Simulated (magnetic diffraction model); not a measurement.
## Which magnetic order? CaCuGeO4

Space group Pnma (no. 62), a = 11.5130 Å, b = 6.5820 Å, c = 5.2070 Å.

```csv
site,atom,x,y,z
4c,Ge,0.5891,3/4,0.9304
4a,Cu,0,0,0
4c,Ca,0.7794,3/4,0.4892
8d,O,0.3396,0.0347,0.2229
4c,O,0.9492,3/4,0.7453
4c,O,0.5873,3/4,0.2636
```

This is a made-up structure (elements placed in a structure type, unrelaxed), so the numbers test the method and describe no known phase.

Only Cu is taken to order (form factors of Cu2+); orders and moment sizes are assumed, and not adapted to the symmetry. Radiation: neutrons of λ = 4.2 Å, 2° to 90°; isotropic B of 0.44 Å² (Ge), 0.4 Å² (Cu), 0.51 Å² (Ca) and 0.6 Å² (O). The intensities are simulated: I ∝ L Σ (|F_N|² + |F_M⊥|²) for unpolarised neutrons, with F_M = 2.695 fm/μB × Σ f(s) S exp(2πi Q·r) exp(−B s²) at Q = H ± k (one set where k and −k are equivalent), only the part normal to Q counting and L = 1/(sin²θ cos θ). For a modulated order the moment at position r is S exp(−2πi k·r) + c.c., with S = m/2 for a sine wave of amplitude m and S = m(u + iv)/2 for moments turning in a plane, u and v being orthogonal unit vectors in it; the phase factor of the sum at Q = H + k is then exp(2πi H·r). Form factors are spin-only for 3d ions and dipole or tabulated for f ions, scattering lengths are Sears's of 1992, and absorption is left out. A label names one of the reflections at its angle. The strongest nuclear line in the range is 100, and lines under 0.2 are left out.

Above the ordering temperature:

```csv
2θ (°),index,I
42.79,(2 0 0),72.1
57.98,(2 1 0),94.5
61.89,(0 1 1),29.2
65.89,(2 0 1),20.6
66.14,(1 1 1),0.6
78.17,(2 1 1),10.2
79.30,(0 2 0),12.8
85.65,(3 0 1),100.0
```

Below it (cell unchanged):

```
2θ (°)      I
 37.46    2.8
 42.79   72.1
 54.49    2.0
 57.98   94.5
 61.68    1.7
 61.89   29.2
 64.63    2.0
 65.89   20.6
 66.14    0.6
 67.96    2.0
 78.17   10.2
 79.30   12.8
 85.65  100.0
```

**Question.** Find the propagation vector, then choose among these models:
A. moments turning in the plane of [010] and [001], 0.88 μB on Cu; signs + at (0, 0, 0), + at (1/2, 0, 1/2), − at (0, 1/2, 0), − at (1/2, 1/2, 1/2)
B. a sine wave with moments along [001] (amplitudes given), 0.88 μB on Cu; signs + at (0, 0, 0), + at (1/2, 0, 1/2), − at (0, 1/2, 0), − at (1/2, 1/2, 1/2)
C. moments turning in the plane of [001] and [100], 0.88 μB on Cu; signs + at (0, 0, 0), + at (1/2, 0, 1/2), − at (0, 1/2, 0), − at (1/2, 1/2, 1/2)
D. moments turning in the plane of [100] and [010], 0.88 μB on Cu; signs + at (0, 0, 0), + at (1/2, 0, 1/2), − at (0, 1/2, 0), − at (1/2, 1/2, 1/2)

The new lines index as (1/5 1 0) at 37.46°, (9/5 1 0) at 54.49°, (11/5 1 0) at 61.68° and (4/5 1 1) at 64.63°, that is as H ± k with k = (1/5 0 0). Satellites come in pairs about each point of the reciprocal lattice.

Magnetic intensity, observed (below minus above) and for each model:

| 2θ (°) | index | observed | A | B | C | D |
| --- | --- | --- | --- | --- | --- | --- |
| 37.46 | (1/5 1 0) | 2.8 | 2.8 | 2.8 | 5.5 | 2.8 |
| 54.49 | (9/5 1 0) | 2.0 | 2.0 | 1.3 | 2.0 | 1.3 |
| 61.68 | (11/5 1 0) | 1.7 | 1.7 | 1.0 | 1.4 | 1.0 |
| 64.63 | (4/5 1 1) | 2.0 | 2.0 | 0.8 | 2.6 | 3.0 |
| 67.96 | (6/5 1 1) | 2.0 | 2.0 | 0.8 | 2.3 | 2.6 |

Model A matches.

The structure used: k = (1/5 0 0), moments turning in the plane of [010] and [001], 0.88 μB on Cu; signs + at (0, 0, 0), + at (1/2, 0, 1/2), − at (0, 1/2, 0), − at (1/2, 1/2, 1/2).

[Logs are printed without paths, hosts, clocks, repeated set-up lines and the standing remarks that a program may print on its own settings, such as how far it seeks lower states.]
